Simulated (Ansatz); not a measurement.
# What Sn2TeO (built on the sites of a database entry of SnO) distorts into, part 2 of 3

Wanted: the energy along a soft mode of Sn2TeO (built on the sites of a database entry of SnO) and the structure at the end.

Ansatz 0.2.0; DFT PBEsol, scalar-relativistic, plane waves, PAW.

So far, highest frequency on the path or at a solved wavevector (cm⁻¹): step 2 (response at finite wavevector) 208. Also lowest frequency on the path (cm⁻¹): step 2 -219.

The structure was built from a prototype and need not be the compound's stable phase.

### 4. The mode frozen in, largest atomic shift 0.6 Å

The atoms are moved along the unstable eigenvector, the largest shift by 0.6 Å, with the cell fixed.

File input.yaml:

```yaml
crystal:
  lattice:
    - [4.6545958854, 0.0, 4.4974265172]
    - [4.6545958854, 0.0, -4.4974265172]
    - [0.0, 4.6545958854, 4.4974265172]
  atoms:
    - { symbol: Sn, position: [0.4081275801, 0.0752521186, 0.0] }
    - { symbol: Sn, position: [0.9247478814, 0.5918724199, 0.0] }
    - { symbol: Sn, position: [0.0918724199, 0.9081275801, 0.4833796987] }
    - { symbol: Sn, position: [0.5752521186, 0.4247478814, 0.5166203013] }
    - { symbol: O, position: [0.4332951858, 0.5667048142, 0.0] }
    - { symbol: O, position: [0.0667048142, -0.0667048142, 0.0] }
    - { symbol: Te, position: [0.0, 0.5, 0.5] }
    - { symbol: Te, position: [0.5, 0.0, 0.5] }
kpoints:
  mp_grid: { grid: [8, 8, 8] }
hamiltonian:
  xc: pbesol
scf:
  occupations: { method: methfessel_paxton, width: 0.2 }
output:
  forces: true
  stress: true
  eigenvalues: true
```

Run with:

```console
$ ansatz run input.yaml --threads 4 --pin off --max-ram 14336MiB --backend cpu --events-out ev --progress --plain --runs-dir out
```

Numbers of over 12 decimals in the logs are rounded to 6 here.

Log:

```text
[...]
Crystal: 8 atoms, lattice volume = 194.876 Å³
Basis set: ecut = 420 eV, 3775 PW (Γ), exchange–correlation on 90×90×90 points (8 copies of the dense FFT grid, shifted against one another)
Bands: 60, of which v1, the nominal top of the filled ones, is band 50 counted from 1 (49 counted from 0)
Symmetry: 8 space group operations
[...]
k-points: 59 of 512 (time reversal used)
[...]
k-point 0: bands = [... 46 lower, 7.5012, 7.9107, 8.6392, 8.6392, 10.3375, 10.8240, 12.0076, 12.5078, ... 6 higher]
  k-point 1: bands = [... 46 lower, 7.7328, 7.9213, 8.4612, 8.5493, 10.7604, 10.8015, 11.6214, 12.2446, ... 6 higher]
  k-point 2: bands = [... 46 lower, 7.8035, 8.0979, 8.2571, 8.3334, 10.3774, 11.0903, 11.5790, 11.7225, ... 6 higher]
  k-point 58: bands = [... 46 lower, 8.0676, 8.1961, 8.5500, 8.5500, 8.5620, 9.2986, 9.8105, 9.9419, ... 6 higher]
[key lines of the parts left out:]
SCF converged after 9 iterations
Free energy (F): -38719.701100 eV
Fermi energy:    8.974277 eV
P = ⅓ Tr σ = 1.2267 GPa (12.267 kbar)
```

Run time: 18 s. Hardware: 4 threads of Arm Neoverse V1, shared host; peak memory 0.81 GiB; 72 s of CPU time.

Numbers from this step:

| Item | Value |
| --- | --- |
| pressure | 1.227 GPa |
| energy from the undistorted cell | -119.5 meV/atom |

The energy, extrapolated to zero smearing, is -119.47 meV/atom against the undistorted cell.

The run ends at a pressure of 1.23 GPa, with forces up to 1.5 eV/Å.

### 5. Energy along the mode, all amplitudes (two of the runs are shown above)

An imaginary frequency means negative curvature, so the energy should fall and then rise again as anharmonic terms take over.

This step gave:

```
depth at the lowest point sampled  : 119.5 meV/atom
largest atomic shift at that point : 0.6 Å
```

Table of energy from the parent by largest atomic shift:

```tsv
largest atomic shift (Å)	energy from the parent (meV/atom)
0.000	0
0.040	-0.699
0.080	-2.79
0.140	-8.45
0.220	-20.4
0.320	-41.4
0.450	-75.9
0.600	-119
```

Displacement at unit largest shift by atom:

```tsv
atom	x (Å)	y (Å)	z (Å)	size
Sn1	-0.13	0.00	0.00	0.13
Sn2	0.13	0.00	0.00	0.13
Sn3	0.00	-0.13	0.00	0.13
Sn4	0.00	0.13	0.00	0.13
O5	0.00	0.00	-1.00	1.00
O6	0.00	0.00	1.00	1.00
Te7	0.00	0.00	0.00	0.00
Te8	0.00	0.00	0.00	0.00
```

The lowest of the steps tried is the last one, at 0.6 Å, 119 meV/atom below the parent; the bottom of the well need not coincide with a step.

### 6. Relaxation from the frozen mode

Starting from the lowest point found, all atoms and the cell are let go, so that strain and other modes of the same symmetry can join in.

input.yaml: that of step 4 with these lines changed.

```diff
@@ -24 +24,6 @@
   eigenvalues: true
+relax:
+  adjacent_minimum: "off"
+  f_tol: 0.002
+  max_steps: 120
+  cell: { stress_tol: 0.03 }
```

Log:

```text
[...]
Crystal: 8 atoms, lattice volume = 194.876 Å³
Basis set: ecut = 420 eV, 3775 PW (Γ), exchange–correlation on 90×90×90 points (8 copies of the dense FFT grid, shifted against one another)
Bands: 60, of which v1, the nominal top of the filled ones, is band 50 counted from 1 (49 counted from 0)
Symmetry: 8 space group operations
[...]
k-points: 59 of 512 (time reversal used)
[...]
SCF iter   1: F=—  HF=-38719.727403 eV  |F-HF|=—  |Δ(HF+E_count)|=         —  Δρ=7.80e-3  dr2=1.05e-1  ethr=1.77e-3  ⟨swp⟩=8.2  Hψ=14522  notcnv=0
[...]
SCF iter   9: F=-38719.701100 eV  HF=-38719.701101 eV  |F-HF|=2.55e-8  |Δ(HF+E_count)|=   4.25e-8  S|Δr|=    0.00e0  Δρ=3.48e-6  dr2=6.06e-8  ethr=1.00e-10  ⟨swp⟩=10.9  Hψ=17039  notcnv=0
SCF 1 converged in 9 iterations: F = -38719.701100 eV  dr2 = 6.06e-8
[...]
relax step   1: F+E_penalty+E_count = -38719.70110049 eV  Δ(F+E_penalty+E_count) = +0.000e0 eV  max|allowed force component| = 1.337e0 eV/Å  Δτ_max = 0.0000 Å  P = +1.227 GPa  Ω = 194.876 Å³  (9 SCF iters, dr2 threshold 1.00e-7 eV, accepted)
Crystal: 8 atoms, lattice volume = 199.523 Å³
Basis set: ecut = 420 eV, 3831 PW (Γ), exchange–correlation on 90×90×90 points (8 copies of the dense FFT grid, shifted against one another)
[...]
SCF iter   8: F=-38720.978057 eV  HF=-38720.978058 eV  |F-HF|=1.28e-7  |Δ(HF+E_count)|=   4.78e-6  S|Δr|=    0.00e0  Δρ=1.35e-5  dr2=6.75e-7  ethr=8.00e-10  ⟨swp⟩=8.1  Hψ=17796  notcnv=0
SCF 2 converged in 8 iterations: F = -38720.978057 eV  dr2 = 6.75e-7
relax step   2: F+E_penalty+E_count = -38720.97805744 eV  Δ(F+E_penalty+E_count) = -1.277e0 eV  max|allowed force component| = 1.280e0 eV/Å  Δτ_max = 0.1949 Å  P = +0.172 GPa  Ω = 199.523 Å³  energy of the carried Pulay correction = -4.842e-3 eV  (8 SCF iters, dr2 threshold 8.00e-7 eV, accepted)
Crystal: 8 atoms, lattice volume = 203.039 Å³
Basis set: ecut = 420 eV, 3911 PW (Γ), exchange–correlation on 90×90×90 points (8 copies of the dense FFT grid, shifted against one another)
[...]
SCF iter   9: F=-38721.677730 eV  HF=-38721.677730 eV  |F-HF|=1.26e-8  |Δ(HF+E_count)|=   1.79e-6  S|Δr|=    0.00e0  Δρ=8.01e-6  dr2=3.45e-7  ethr=8.00e-10  ⟨swp⟩=10.8  Hψ=16819  notcnv=0
SCF 3 converged in 9 iterations: F = -38721.677730 eV  dr2 = 3.45e-7
[...]
relax step   3: F+E_penalty+E_count = -38721.67773046 eV  Δ(F+E_penalty+E_count) = -6.997e-1 eV  max|allowed force component| = 7.542e-1 eV/Å  Δτ_max = 0.1911 Å  P = +5.237 GPa  Ω = 203.039 Å³  energy of the carried Pulay correction = -8.431e-3 eV  (9 SCF iters, dr2 threshold 8.00e-7 eV, accepted)
[... from here on, the SCF cycles and remarks between the steps are left out ...]
relax step   4: F+E_penalty+E_count = -38722.05916691 eV  Δ(F+E_penalty+E_count) = -3.814e-1 eV  max|allowed force component| = 2.519e-1 eV/Å  Δτ_max = 0.0500 Å  P = +0.380 GPa  Ω = 223.596 Å³  energy of the carried Pulay correction = -2.821e-2 eV  (9 SCF iters, dr2 threshold 8.00e-7 eV, accepted)
relax step   5: F+E_penalty+E_count = -38722.13495108 eV  Δ(F+E_penalty+E_count) = -7.578e-2 eV  max|allowed force component| = 3.696e-1 eV/Å  Δτ_max = 0.1117 Å  P = +0.493 GPa  Ω = 239.840 Å³  energy of the carried Pulay correction = -4.253e-2 eV  (7 SCF iters, dr2 threshold 8.00e-7 eV, accepted)
relax step   6: F+E_penalty+E_count = -38722.16553057 eV  Δ(F+E_penalty+E_count) = -3.058e-2 eV  max|allowed force component| = 7.324e-2 eV/Å  Δτ_max = 0.0311 Å  P = -0.065 GPa  Ω = 238.505 Å³  energy of the carried Pulay correction = -4.139e-2 eV  (6 SCF iters, dr2 threshold 8.00e-7 eV, accepted)
relax step   7: F+E_penalty+E_count = -38722.17210739 eV  Δ(F+E_penalty+E_count) = -6.577e-3 eV  max|allowed force component| = 4.155e-2 eV/Å  Δτ_max = 0.0216 Å  P = -0.119 GPa  Ω = 239.078 Å³  energy of the carried Pulay correction = -4.188e-2 eV  (8 SCF iters, dr2 threshold 3.35e-7 eV, accepted)
relax step   8: F+E_penalty+E_count = -38722.17514934 eV  Δ(F+E_penalty+E_count) = -3.042e-3 eV  max|allowed force component| = 6.566e-3 eV/Å  Δτ_max = 0.0118 Å  P = -0.009 GPa  Ω = 238.567 Å³  energy of the carried Pulay correction = -4.144e-2 eV  (8 SCF iters, dr2 threshold 1.36e-7 eV, accepted)
relax step   9: F+E_penalty+E_count = -38722.17534879 eV  Δ(F+E_penalty+E_count) = -1.995e-4 eV  max|allowed force component| = 1.824e-2 eV/Å  Δτ_max = 0.0034 Å  P = -0.028 GPa  Ω = 238.459 Å³  energy of the carried Pulay correction = -4.135e-2 eV  (8 SCF iters, dr2 threshold 4.06e-9 eV, accepted)
relax step  10: F+E_penalty+E_count = -38722.17575363 eV  Δ(F+E_penalty+E_count) = -4.048e-4 eV  max|allowed force component| = 7.149e-3 eV/Å  Δτ_max = 0.0068 Å  P = -0.035 GPa  Ω = 238.137 Å³  energy of the carried Pulay correction = -4.108e-2 eV  (8 SCF iters, dr2 threshold 2.08e-8 eV, accepted)
relax step  11: F+E_penalty+E_count = -38722.17587397 eV  Δ(F+E_penalty+E_count) = -1.203e-4 eV  max|allowed force component| = 1.876e-3 eV/Å  Δτ_max = 0.0013 Å  P = -0.003 GPa  Ω = 238.023 Å³  energy of the carried Pulay correction = -4.098e-2 eV  (7 SCF iters, dr2 threshold 4.24e-9 eV, accepted)
relax step  12: F+E_penalty+E_count = -38722.33850270 eV  Δ(F+E_penalty+E_count) = -1.626e-1 eV  max|allowed force component| = 2.003e-2 eV/Å  Δτ_max = 0.0000 Å  P = +0.768 GPa  Ω = 238.023 Å³  stress off target by 1.52e0 GPa  SCF on the basis re-selected at this cell (its energy is not comparable with the rows above)  (11 SCF iters)
relax step  13: F+E_penalty+E_count = -38722.40235573 eV  Δ(F+E_penalty+E_count) = -6.385e-2 eV  max|allowed force component| = 3.449e-2 eV/Å  Δτ_max = 0.0252 Å  P = +0.347 GPa  Ω = 244.468 Å³  energy of the carried Pulay correction = -6.696e-3 eV  (7 SCF iters, dr2 threshold 8.00e-7 eV, accepted)
relax step  14: F+E_penalty+E_count = -38722.43466825 eV  Δ(F+E_penalty+E_count) = -3.231e-2 eV  max|allowed force component| = 5.687e-2 eV/Å  Δτ_max = 0.0237 Å  P = +0.201 GPa  Ω = 249.877 Å³  energy of the carried Pulay correction = -1.329e-2 eV  (8 SCF iters, dr2 threshold 8.00e-7 eV, accepted)
relax step  15: F+E_penalty+E_count = -38722.44135410 eV  Δ(F+E_penalty+E_count) = -6.686e-3 eV  max|allowed force component| = 5.696e-2 eV/Å  Δτ_max = 0.0337 Å  P = -0.000 GPa  Ω = 250.707 Å³  energy of the carried Pulay correction = -1.453e-2 eV  (9 SCF iters, dr2 threshold 3.39e-7 eV, accepted)
[...]
relax step  25: F+E_penalty+E_count = -38722.52187692 eV  Δ(F+E_penalty+E_count) = -7.111e-3 eV  max|allowed force component| = 2.301e-2 eV/Å  Δτ_max = 0.0180 Å  P = -0.014 GPa  Ω = 249.303 Å³  energy of the carried Pulay correction = -2.124e-3 eV  (6 SCF iters, dr2 threshold 8.00e-7 eV, accepted)
relax step  26: F+E_penalty+E_count = -38722.52086112 eV  Δ(F+E_penalty+E_count) = +1.016e-3 eV  max|allowed force component| = 1.165e-2 eV/Å  Δτ_max = 0.0098 Å  P = -0.026 GPa  Ω = 250.742 Å³  energy of the carried Pulay correction = -3.523e-3 eV  (6 SCF iters, dr2 threshold 3.31e-8 eV, accepted)
relax step  27: F+E_penalty+E_count = -38722.52174641 eV  Δ(F+E_penalty+E_count) = -8.853e-4 eV  max|allowed force component| = 1.803e-3 eV/Å  Δτ_max = 0.0117 Å  P = -0.003 GPa  Ω = 249.981 Å³  energy of the carried Pulay correction = -2.841e-3 eV  (7 SCF iters, dr2 threshold 8.49e-9 eV, accepted)
relax step  28: F+E_penalty+E_count = -38722.53461288 eV  Δ(F+E_penalty+E_count) = -1.287e-2 eV  max|allowed force component| = 3.150e-3 eV/Å  Δτ_max = 0.0000 Å  P = +0.047 GPa  Ω = 249.981 Å³  stress off target by 2.06e-1 GPa  SCF on the basis re-selected at this cell (its energy is not comparable with the rows above)  (8 SCF iters)
relax step  29: F+E_penalty+E_count = -38722.53856565 eV  Δ(F+E_penalty+E_count) = -3.953e-3 eV  max|allowed force component| = 6.741e-3 eV/Å  Δτ_max = 0.0370 Å  P = +0.030 GPa  Ω = 250.436 Å³  energy of the carried Pulay correction = -8.969e-4 eV  (9 SCF iters, dr2 threshold 1.06e-7 eV, accepted)
relax step  30: F+E_penalty+E_count = -38722.53806621 eV  Δ(F+E_penalty+E_count) = +4.994e-4 eV  max|allowed force component| = 3.408e-3 eV/Å  Δτ_max = 0.0108 Å  P = +0.016 GPa  Ω = 251.461 Å³  energy of the carried Pulay correction = -2.003e-3 eV  (9 SCF iters, dr2 threshold 9.51e-9 eV, accepted)
relax step  31: F+E_penalty+E_count = -38722.53788946 eV  Δ(F+E_penalty+E_count) = +1.768e-4 eV  max|allowed force component| = 1.517e-3 eV/Å  Δτ_max = 0.0040 Å  P = -0.001 GPa  Ω = 251.639 Å³  energy of the carried Pulay correction = -2.202e-3 eV  (9 SCF iters, dr2 threshold 7.26e-10 eV, accepted)
relax step  32: F+E_penalty+E_count = -38722.54228984 eV  Δ(F+E_penalty+E_count) = -4.400e-3 eV  max|allowed force component| = 2.194e-3 eV/Å  Δτ_max = 0.0000 Å  P = +0.013 GPa  Ω = 251.639 Å³  stress off target by 7.80e-2 GPa  SCF on the basis re-selected at this cell (its energy is not comparable with the rows above)  (8 SCF iters)
relax step  33: F+E_penalty+E_count = -38722.54210029 eV  Δ(F+E_penalty+E_count) = +1.896e-4 eV  max|allowed force component| = 3.216e-2 eV/Å  Δτ_max = 0.0238 Å  P = +0.041 GPa  Ω = 252.660 Å³  energy of the carried Pulay correction = -1.290e-3 eV  (9 SCF iters, dr2 threshold 1.52e-8 eV, accepted)
relax step  34: F+E_penalty+E_count = -38722.54186678 eV  Δ(F+E_penalty+E_count) = +2.335e-4 eV  max|allowed force component| = 1.604e-2 eV/Å  Δτ_max = 0.0089 Å  P = +0.021 GPa  Ω = 252.854 Å³  energy of the carried Pulay correction = -1.558e-3 eV  (8 SCF iters, dr2 threshold 6.46e-8 eV, accepted)
relax step  35: F+E_penalty+E_count = -38722.54212443 eV  Δ(F+E_penalty+E_count) = -2.576e-4 eV  max|allowed force component| = 3.754e-3 eV/Å  Δτ_max = 0.0035 Å  P = -0.012 GPa  Ω = 252.722 Å³  energy of the carried Pulay correction = -1.421e-3 eV  (7 SCF iters, dr2 threshold 1.61e-8 eV, accepted)
relax step  36: F+E_penalty+E_count = -38722.54209595 eV  Δ(F+E_penalty+E_count) = +2.848e-5 eV  max|allowed force component| = 4.035e-4 eV/Å  Δτ_max = 0.0007 Å  P = -0.000 GPa  Ω = 252.768 Å³  energy of the carried Pulay correction = -1.455e-3 eV  (7 SCF iters, dr2 threshold 8.81e-10 eV, accepted)
relax step  37: F+E_penalty+E_count = -38722.54419060 eV  Δ(F+E_penalty+E_count) = -2.095e-3 eV  max|allowed force component| = 7.914e-4 eV/Å  Δτ_max = 0.0000 Å  P = +0.006 GPa  Ω = 252.768 Å³  stress off target by 3.83e-2 GPa  SCF on the basis re-selected at this cell (its energy is not comparable with the rows above)  (8 SCF iters)
relax step  38: F+E_penalty+E_count = -38722.54396208 eV  Δ(F+E_penalty+E_count) = +2.285e-4 eV  max|allowed force component| = 2.827e-3 eV/Å  Δτ_max = 0.0141 Å  P = +0.000 GPa  Ω = 253.216 Å³  energy of the carried Pulay correction = -6.361e-4 eV  (10 SCF iters, dr2 threshold 3.66e-9 eV, accepted)
relax step  39: F+E_penalty+E_count = -38722.54368586 eV  Δ(F+E_penalty+E_count) = +2.762e-4 eV  max|allowed force component| = 7.901e-4 eV/Å  Δτ_max = 0.0029 Å  P = +0.002 GPa  Ω = 253.485 Å³  energy of the carried Pulay correction = -9.356e-4 eV  (9 SCF iters, dr2 threshold 5.00e-10 eV, accepted)
[...]
SCF iter   7: F=-38722.544871 eV  HF=-38722.544871 eV  |F-HF|=0.00e0  |Δ(HF+E_count)|=  2.91e-11  S|Δr|=    0.00e0  Δρ=6.31e-8  dr2=2.00e-11  ethr=1.00e-12  ⟨swp⟩=8.5  Hψ=18031  notcnv=0
SCF 40 converged in 7 iterations: F = -38722.544871 eV  dr2 = 2.00e-11
relax step  40: F+E_penalty+E_count = -38722.54487131 eV  Δ(F+E_penalty+E_count) = -1.185e-3 eV  max|allowed force component| = 8.184e-4 eV/Å  Δτ_max = 0.0000 Å  P = +0.005 GPa  Ω = 253.485 Å³  stress off target by 2.37e-2 GPa  SCF on the basis re-selected at this cell (its energy is not comparable with the rows above)  (7 SCF iters)
[...]
SCF converged after 7 iterations
[...]
Free energy (F): -38722.544871 eV
[...]
Internal energy: -38722.546204 eV  (E = F + TS)
E sigma→0 (E₀):  -38722.545205 eV
Entropy (-TS):   0.001333 eV (0.167 meV/atom)
Fermi energy:    5.847269 eV
Step filling:    the computed levels leave a gap of 0.0111 eV = 0.1 smearing widths at the electron count; against every level under it full and every level over it empty, smearing changes F+E_penalty+E_count by +0.231 meV and its σ→0 estimate by -0.102 meV
[...]
--- Forces (eV/Å), atoms counted from 1 ---
  atom   1  Sn    -0.00005799    -0.00000000     0.00017448
  atom   2  Sn     0.00005799    -0.00000000     0.00017448
  atom   3  Sn     0.00000000    -0.00005799    -0.00017448
  atom   4  Sn     0.00000000     0.00005799    -0.00017448
  atom   5  O      0.00000000    -0.00000000    -0.00081844
  atom   6  O      0.00000000    -0.00000000     0.00081844
  atom   7  Te    -0.00000000     0.00000000    -0.00000000
  atom   8  Te    -0.00000000    -0.00000000    -0.00000000
  max |Σ_I F_I| component: 2.87e-16 eV/Å
--- Stress (GPa, compression-positive) ---
       -0.004186      -0.000000       0.000000
       -0.000000      -0.004186       0.000000
        0.000000       0.000000       0.023695
  P = ⅓ Tr σ = 0.0051 GPa (0.051 kbar)
--- Band table (eV; the first three rows and the last of 59) ---
  k-point 0: bands = [... 46 lower, 4.0512, 5.2095, 5.2095, 5.8244, 7.6691, 8.1005, 8.1892, 8.4067, ... 6 higher]
  k-point 1: bands = [... 46 lower, 4.1797, 4.9324, 5.1321, 5.7957, 7.6724, 7.9918, 8.2491, 8.4330, ... 6 higher]
  k-point 2: bands = [... 46 lower, 4.4606, 4.6178, 4.9402, 5.4902, 7.5366, 7.6015, 8.2345, 8.3405, ... 6 higher]
  k-point 58: bands = [... 46 lower, 4.3453, 4.8820, 4.8820, 5.2109, 5.5901, 7.2339, 7.5026, 8.4522, ... 6 higher]
--- Relaxed structure (34 steps of the walk, 33 accepted, 6 SCFs on fresh bases) ---
  F+E_penalty+E_count = -38722.54487131 eV   max|allowed force component| = 8.184e-4 eV/Å   (the final SCF, on the basis selected at the relaxed cell)
  cell:  # Å, volume = 253.4849 Å³
    - [4.385300, 0, 6.590578]
    - [4.385300, 0, -6.590578]
    - [0, 4.385300, 6.590578]
  atoms:
    - { symbol: Sn, position: [0.376244, 0.072683, -1.2811234520647478e-19] }
    - { symbol: Sn, position: [0.927317, 0.623756, -1.2811234520648174e-19] }
    - { symbol: Sn, position: [0.123756, 0.876244, 0.448926] }
    - { symbol: Sn, position: [0.572683, 0.427317, 0.551074] }
    - { symbol: O, position: [0.365865, 0.634135, -1.2811234520648332e-19] }
    - { symbol: O, position: [0.134135, -0.134135, -1.2811234520647993e-19] }
    - { symbol: Te, position: [1.168820980299831e-18, 0.5, 0.5] }
    - { symbol: Te, position: [0.5, 0.0, 0.5] }
```

Wall time 16 min (4 threads); peak memory 0.98 GiB.

Relaxation path (22 of 40):

```tsv
step	energy less that of the first step (eV)	largest force component (eV/Å)	pressure (GPa)	volume (Å³)
1	0.0000	1.3374	1.23	194.88
3	-1.9766	0.7542	5.24	203.04
5	-2.4339	0.3696	0.49	239.84
7	-2.4710	0.0416	-0.12	239.08
8	-2.4740	0.0066	-0.01	238.57
10	-2.4747	0.0071	-0.03	238.14
12*	-2.6374	0.0200	0.77	238.02
14	-2.7336	0.0569	0.20	249.88
16	-2.7432	0.0365	-0.07	250.36
18	-2.7434	0.2181	0.53	246.69
20	-2.7484	0.0028	-0.01	248.05
21	-2.7485	0.0002	0.00	247.96
23	-2.8060	0.0508	0.18	248.71
25	-2.8208	0.0230	-0.01	249.30
27	-2.8206	0.0018	0.00	249.98
29	-2.8375	0.0067	0.03	250.44
31	-2.8368	0.0015	0.00	251.64
33	-2.8410	0.0322	0.04	252.66
34	-2.8408	0.0160	0.02	252.85
36	-2.8410	0.0004	0.00	252.77
38	-2.8429	0.0028	0.00	253.22
40*	-2.8438	0.0008	0.01	253.48
```

Relaxation steps marked * repeat the geometry before them on a plane-wave basis chosen anew for their cell, so energy and pressure can jump there. Other such steps can lie between the rows shown. Relaxation step 18 was tried and not accepted.

The run keeps the 8 symmetry operations that it works with, so distortions that break them were not tested.

```tsv
cell as run	before	after	change
a (Å)	6.472	7.916	+22.3 %
b (Å)	6.472	7.916	+22.3 %
c (Å)	6.472	7.916	+22.3 %
α (°)	118.87	133.88	+12.6 %
β (°)	61.13	46.12	-24.6 %
γ (°)	88.03	112.72	+28.0 %
volume (Å³/atom)	24.36	31.69	+30.1 %
```

The atoms that moved most (Å, as changes of fractional coordinates times the final cell):

```tsv
atom	dx	dy	dz	length
O5	0.000	0.000	-0.889	0.889
O6	0.000	0.000	0.889	0.889
Sn2	0.151	0.000	-0.193	0.245
Sn4	0.000	0.151	0.193	0.245
Sn1	-0.151	0.000	-0.193	0.245
Sn3	0.000	-0.151	0.193	0.245
```

Numbers from this step:

| Quantity | Value |
| --- | --- |
| pressure | 0.005108 GPa |
| volume per atom | 31.69 Å³ |

The distorted start has space group I-42m; the relaxation ends in I-42m.

(Part 2 of 3 ends here.)

[Logs are printed without paths, hosts, clocks, repeated set-up lines and the standing remarks that a program may print on its own settings, such as how far it seeks lower states.]

[Hosts, paths, dates, database ids (printed as entryN), source tags and the programs' standing remarks are cut or masked in the printed files.]
